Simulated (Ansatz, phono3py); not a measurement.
# LiH (Fm-3m): lattice thermal conductivity, part 2 of 2

Wanted: κ(T), lifetimes and mean free paths for LiH.

Measurements to reproduce:
- thermal conductivity 15 W/m/K near room temperature (given in “Combining the AFLOW GIBBS and Elastic Libraries to efficiently and robustly screen thermo-mechanical properties of solids”, 2017, arXiv:1611.05714)
- thermal conductivity 15 W/m/K near room temperature (given in “Predicting the lattice thermal conductivity of solids by solving the Boltzmann transport equation: AFLOW - AAPL an automated, accurate and efficient framework”, 2017, arXiv:1611.05481)

Ansatz 0.2.0; DFT LDA, scalar-relativistic, plane waves, PAW.

So far, κ at 300 K (relaxation time) (W/m/K): step 6 (third-order constants and the Boltzmann equation, k-mesh …) 27.5. The relaxed cell has a = 3.909 Å (conventional setting).

The database entry behind the starting cell differs from later determinations by our own check (the deuteride, about 0.2 % short), so it need not match the best structure at ambient conditions.

## Step 7: Third-order constants and the Boltzmann equation, k-mesh 8×8×8, third order supercell 4×4×4

Contents of input.yaml:

```yaml
crystal:
  lattice:
    - [0.0, 1.954463756, 1.954463756]
    - [1.954463756, 0.0, 1.954463756]
    - [1.954463756, 1.954463756, 0.0]
  atoms:
    - { symbol: Li, position: [0.0, 0.0, 0.0] }
    - { symbol: H, position: [0.5, 0.5, 0.5] }
kpoints:
  mp_grid: { grid: [8, 8, 8] }
hamiltonian:
  xc: lda
scf:
  occupations: { method: fixed }
output:
  eigenvalues: true
phonons:
  method: fd
  dielectric: true
  qmesh: [8, 8, 8]
  temperatures: { t_max: 1000, t_step: 50 }
  qpath:
    path:
      - [[0.0, 0.0, 0.0], [0.5, 0.0, 0.5], [0.625, 0.25, 0.625]]
      - [[0.375, 0.375, 0.75], [0.0, 0.0, 0.0], [0.5, 0.5, 0.5], [0.5, 0.25, 0.75], [0.5, 0.0, 0.5]]
    npoints: 10
  third_order: { supercell: [4, 4, 4], pair_cutoff: 2.914 }
  lattice_thermal_conductivity:
    qmesh: [27, 27, 27]
    temperatures: [100.0, 150.0, 200.0, 300.0, 400.0, 500.0]
    isotope_mass_variance:
      - { species: H, variance: 0.0001146 }
      - { species: Li, variance: 0.001459 }
    solution: relaxation_time
```

Run with:

```bash
ansatz run input.yaml --threads 8 --pin off --max-ram 16384MiB --backend cpu --events-out ev --progress --plain --runs-dir out
```

The job ended after 11 min (8 threads of Arm Neoverse V1, shared host; peak memory 8.8 GiB).

This step gave:

* Γ frequencies: 0, 0, 0, 647.0, 647.0, 647.0 cm⁻¹ (negative: imaginary)
* zero-point energy: 0.2353 eV/cell
* highest frequency: 1107 cm⁻¹
* Debye temperature from the second moment: 1299 K
* κ at 300 K (relaxation time): 29.29 W/m/K
* mean free path at half of κ: 24.7 nm
* share of κ above the three lowest branches: 0.034
* periodic aliases dropped: 0
* largest relative sum-rule correction: 0.3102
* displaced cells, third order: 75

LO-TO term included. The phonon branches at the labelled points (cm⁻¹):

```csv
point,branch 1,branch 2,branch 3,branch 4,branch 5,branch 6
Γ,0,0,0,647,647,1099
halfway,259,259,365,767,767,1081
X,337,337,450,858,858,1048
halfway,336,360,444,861,894,1035
U,331,410,424,857,956,998
jump to K,331,410,424,857,956,998
halfway,243,283,406,790,813,1084
Γ,0,0,0,647,647,1099
halfway,219,219,370,780,780,1101
L,300,300,540,835,835,1077
halfway,320,353,485,854,900,1038
W,374,402,402,914,960,960
halfway,356,359,438,889,891,1023
X,337,337,450,858,858,1048
```

Lattice thermal conductivity, RTA xx against temperature:

```csv
temperature (K),"lattice thermal conductivity, RTA xx (W/m/K)"
100,126
150,63.0
200,45.2
300,29.3
400,21.8
500,17.6
```

The modes has structure finer than the step of the table below, so its rows give means over 50 cm⁻¹, whole bins alone (the curve runs from -10 to 1150 cm⁻¹). Peaks (cm⁻¹: height): H 850.9: 0.0213, 1047.9: 0.0109; Li 325.6: 0.0200, 442.3: 0.0149.

Phonopy on the run's constants, 21x21x21 mesh, Gaussian sigma 8.3 cm⁻¹. Table of modes by wavenumber; means over each step; values in 1/cm⁻¹/cell:

```csv
wavenumber (cm⁻¹),H,Li
50,8.0e-6,7.2e-5
100,3.8e-5,3.2e-4
150,8.3e-5,9.1e-4
200,1.4e-4,0.00213
250,2.0e-4,0.00515
300,2.0e-4,0.0152
350,1.5e-4,0.0142
400,1.1e-4,0.00635
450,1.2e-4,0.0108
500,3.2e-5,0.00346
550,4.9e-7,3.6e-4
600,0,0
650,1.9e-4,2.3e-5
700,0.00107,9.8e-5
750,0.00251,1.4e-4
800,0.00705,1.9e-4
850,0.0178,1.4e-4
900,0.00788,3.3e-5
950,0.00305,4.9e-6
1000,0.00422,4.1e-6
1050,0.0101,1.2e-4
1100,0.00505,3.2e-4
```

Distinct triplets, nearest first. Third order norms, by row:

```csv
sites,side 1 (Å),side 2 (Å),side 3 (Å),norm of the 27 components (eV/Å³)
Li-Li-Li,0,0,0,0
H-H-H,0,0,0,0
Li-H-H,0,1.95,1.95,4.95
Li-H-Li,0,1.95,1.95,5.118
Li-H-H,1.95,1.95,2.76,0.196
Li-H-Li,1.95,1.95,2.76,0.324
Li-Li-Li,0,2.76,2.76,1.518
Li-Li-Li,2.76,2.76,2.76,0.054
H-H-H,0,2.76,2.76,0.454
H-H-H,2.76,2.76,2.76,0.149
```

Born charge (rows field, columns displacement) (e), principal values of the symmetric part by kind of site:

```csv
atom,atoms with these values,low,middle,high,mean
Li1,1,1.02,1.02,1.02,1.02
H2,1,-1.02,-1.02,-1.02,-1.02
```

In full for Li1:

```
1.02 0.00 0.00
0.00 1.02 0.00
0.00 0.00 1.02
```

RTA, 300 K. Kappa by branch, by row:

```csv
branch (by rank),mean frequency (THz),mean rms speed (km/s),median lifetime (ps),share of kappa
1,8.84,2.43,1.88,0.194
2,9.65,3.25,2.1,0.423
3,13.03,3.41,0.7,0.349
4,24.89,2.35,0.215,0.006
5,25.83,3.55,0.372,0.024
6,31.53,1.97,0.06,0.004
```

The spectral kappa at 300 K, relaxation time (W/m/K/THz) by frequency; read off at these points:

```csv
frequency (THz),"spectral kappa at 300 K, relaxation time (W/m/K/THz)"
0.5,0
1.5,2.55
2.5,2.33
3.5,1.4
5.5,1.92
6.5,2.54
7.5,4.50
8.5,3.89
9.5,2.60
10.5,2.08
11.5,1.3
13.5,0.422
14.5,0.165
15.5,0.0421
16.5,3.6e-4
17.5,0
18.5,0
19.5,0.00255
20.5,0.0160
22.5,0.0245
23.5,0.0311
24.5,0.0562
25.5,0.134
26.5,0.197
27.5,0.199
28.5,0.172
30.5,0.0360
31.5,0.00692
32.5,0.00139
33.5,3.9e-5
```

Relaxation-time solution. The share of κ carried by shorter paths by mean free path:

```csv
mean free path (nm),100 K,300 K,500 K
0.316,0,0.001,0.006
0.464,0,0.002,0.011
0.681,0,0.004,0.021
1,0,0.008,0.036
1.47,0,0.017,0.059
2.15,0,0.029,0.108
3.16,0,0.05,0.196
4.64,0.001,0.101,0.282
6.81,0.003,0.188,0.36
10,0.006,0.275,0.453
14.7,0.014,0.362,0.574
21.5,0.021,0.456,0.698
31.6,0.032,0.57,0.804
46.4,0.044,0.691,0.848
68.1,0.062,0.788,0.881
100,0.107,0.834,0.914
147,0.157,0.856,0.921
215,0.213,0.901,0.936
316,0.287,0.909,0.959
464,0.361,0.926,0.959
681,0.452,0.952,1
1000,0.495,0.952,1
1470,0.563,1,1
2150,0.61,1,1
3160,0.727,1,1
4640,0.774,1,1
6810,0.867,1,1
10000,0.867,1,1
14700,1,1,1
```

300 K; a sample spread over frequency. Mode lifetimes, by row, the first 40 of 90 rows:

```csv
q1,q2,q3,branch,frequency (THz),rms speed (km/s),three-phonon rate (1/ps),isotope rate (1/ps),lifetime (ps),mean free path (nm)
0,0,0.037,1,1.195,7.19,0.043,4.65e-6,23.3,167
0.037,0.1111,0.1481,1,4.14,6.21,0.331,0.00171,3,18.7
0.0741,0.1481,0.2222,1,5.359,5.25,0.589,0.00616,1.68,8.82
0,0.1111,-0.1852,1,6.269,4.26,0.603,0.0143,1.62,6.9
0,0.1111,0.1481,3,6.793,8.82,0.794,0.0213,1.23,10.8
0,0.1852,0.2593,1,7.26,4.46,0.186,0.0338,4.54,20.2
0.037,0.0741,0.3333,2,7.679,3.78,0.342,0.0493,2.56,9.67
0,0.1111,-0.2963,1,7.95,2.91,0.509,0.064,1.74,5.07
0.037,0.1852,-0.2593,1,8.227,2.86,0.465,0.0829,1.83,5.22
0.037,0.2222,0.3704,1,8.427,3.29,0.204,0.1,3.28,10.8
0,0.2593,0.3333,1,8.622,2.92,0.0942,0.123,4.59,13.4
0.037,0.1111,-0.3704,1,8.804,1.69,0.435,0.158,1.69,2.86
0.037,0.1852,0.4444,1,8.928,2.23,0.262,0.196,2.18,4.87
0.0741,0.1852,-0.3333,1,9.043,1.86,0.406,0.24,1.55,2.87
0.037,0.1852,-0.3704,1,9.147,1.46,0.418,0.253,1.49,2.18
0,0.1852,-0.4074,1,9.281,1.13,0.393,0.264,1.52,1.71
0.1481,0.3333,-0.1852,1,9.37,2.74,0.351,0.27,1.61,4.41
0,0.3704,0.3704,1,9.492,1.84,0.0845,0.277,2.77,5.09
0.1481,0.3333,-0.4815,1,9.596,2.64,0.291,0.293,1.71,4.53
0,0.3333,-0.3333,1,9.69,1.04,0.353,0.303,1.52,1.58
0.0741,0.3333,-0.4815,1,9.818,1.8,0.18,0.315,2.02,3.64
0.037,0.1852,-0.4815,2,9.906,2.88,0.354,0.33,1.46,4.21
0,0.2593,0.4444,2,10.01,3.24,0.239,0.345,1.71,5.55
0.1481,0.3333,-0.3333,1,10.09,1.91,0.312,0.37,1.47,2.8
0.037,0.0741,0.2593,3,10.22,8.21,0.168,0.255,2.37,19.5
0.1852,0.4074,-0.2222,1,10.34,2.4,0.32,0.245,1.77,4.25
0.037,0.2593,-0.2593,2,10.52,3.42,0.158,0.224,2.62,8.96
0.1481,0.4444,-0.3333,1,10.69,2.41,0.225,0.206,2.32,5.58
0.1852,0.4444,-0.3333,1,10.87,2.05,0.239,0.194,2.31,4.73
0.2222,0.4815,-0.2963,1,11.12,1.17,0.245,0.175,2.38,2.77
0.1481,0.3333,-0.3333,2,11.37,2.31,0.599,0.166,1.31,3.02
0.0741,0.3333,-0.2963,2,11.67,2.7,0.59,0.159,1.33,3.61
0.1852,0.4444,-0.2963,2,11.99,2.31,0.512,0.131,1.56,3.59
0.2222,0.4815,-0.2963,3,12.39,2.04,0.561,0.0783,1.56,3.19
0.1852,0.4074,-0.2963,3,12.74,2.96,0.705,0.172,1.14,3.37
0,0.3704,0.3704,3,13.01,1.77,1.11,0.301,0.71,1.26
0,0.3704,0.4074,3,13.17,1.34,1.01,0.453,0.685,0.915
0.037,0.3704,0.4815,3,13.27,0.48,0.837,0.719,0.643,0.307
0.1481,0.2963,0.4815,3,13.36,1.87,1.39,0.5,0.529,0.987
0.1481,0.3333,-0.4444,3,13.51,1.62,1.36,0.331,0.593,0.962
```

Without the LO-TO term. Gamma linewidths, by row:

```csv
branch,frequency (cm⁻¹),three-phonon rate (1/ps),isotope rate (1/ps),FWHM (cm⁻¹)
4,647,1.78,3.24e-30,9.44
5,647,1.78,3.24e-30,9.44
6,647,1.78,3.24e-30,9.44
```

W/m/K, third of the trace; RTA populations with a boundary rate v/L added to each mode (Matthiessen's rule). Kappa by grain size, by row:

```csv
T (K),bulk,10 nm,30 nm,100 nm,300 nm,1000 nm,10000 nm,100000 nm
100,125.9,4.782,10.88,23.32,40.48,63.25,103.9,122.3
300,29.14,9.853,15.49,21.12,24.75,27.14,28.86,29.11
```

W/m/K, third of the trace; RTA populations with the isotope rates scaled. Kappa by mass disorder, by row:

```csv
T (K),no isotopes,as typed,variance x 3,variance x 10,variance x 30
100,229.2,125.9,100.3,70.77,43.99
300,43.14,29.14,22.07,15.52,11.05
```

At 300 K the relaxation-time value is 29.3 W/(m K), 1.1 times that of the rung before.

## Step 8: Levels and costs side by side

Ladder, by row:

```csv
cells or q mesh,k mesh,pair cutoff,atoms in the supercell,q-mesh of the transport sums,κ at 300 K (relaxation time) (W/m/K),κ at 300 K (full solution) (W/m/K),core-minutes
3x3x3,9x9x9,2.914,54,17×17×17,27.47,30.56,20.5
8x8x8,8x8x8,2.914,128,27×27×27,29.29,-,87.9
```

## Step 9: Outcome

```json
{
 "highest frequency": "1107 cm⁻¹",
 "Debye temperature from the second moment": "1299 K",
 "κ at 300 K (relaxation time)": "29.29 W/m/K",
 "mean free path at half of κ": "24.7 nm",
 "share of κ above the three lowest branches": "0.034"
}
```

In words: The lattice of LiH conducts 29.3 W/(m K) at 300 K by LDA (mean over directions, relaxation-time solution). The full solution on the same constants gives 31.34. Above 300 K the relaxation-time κ falls as T^-1.00, near the 1/T law of three-phonon scattering. Grains of 100 nm would keep 72 % of the bulk value at 300 K, and grains of 1 µm 93 %. Removing the natural isotope disorder raises κ at 300 K by 48 %. The first rung (54 atoms, cutoff 2.91 Å) gave 27.5 W/(m K) by relaxation time for 0.23 times the cost of the last; the two share the cutoff and differ in supercell or meshes, so the cutoff itself is not tested. A measured thermal conductivity near room temperature is 15 W/m/K (arXiv:1611.05714); the calculated 31.3 W/m/K differs by +109 %. The relaxed cell is 12 % smaller in volume than the database cell, which stiffens most phonons and usually raises κ; no run here tested that. Four-phonon, defect and boundary scattering, which are left out, would lower the calculated value; thermal expansion is left out too. The last run computed the relaxation-time solution alone; it counts normal processes as resistive, so the full solution usually lies higher: phono3py's direct solution on these constants gave 31.34 W/(m K) on a 19×19×19 mesh, and that is the three-phonon value to set against a measurement. The sum rules changed one orbit of cubic constants by up to 31 %; by the manual a large change points to a short cutoff or, on a small and distant orbit, to noisy forces. The conductivities include the coherence part between close branches; the shares for grains, isotopes, branches and paths are of the relaxation-time populations alone. Cubic couplings among atoms farther apart than the pair cutoff are dropped, and neither the cutoff nor the q-mesh was shown to be converged here. The cell of these runs is 12 % smaller in volume than the database cell; frequencies and all that rests on them shift with it.

[Logs are printed without paths, hosts, clocks, repeated set-up lines and the standing remarks that a program may print on its own settings, such as how far it seeks lower states.]

[Hosts, paths, dates, database ids (printed as entryN), source tags and the programs' standing remarks are cut or masked in the printed files.]

[A step with changed settings may run another functional than the one named; its input shows which.]
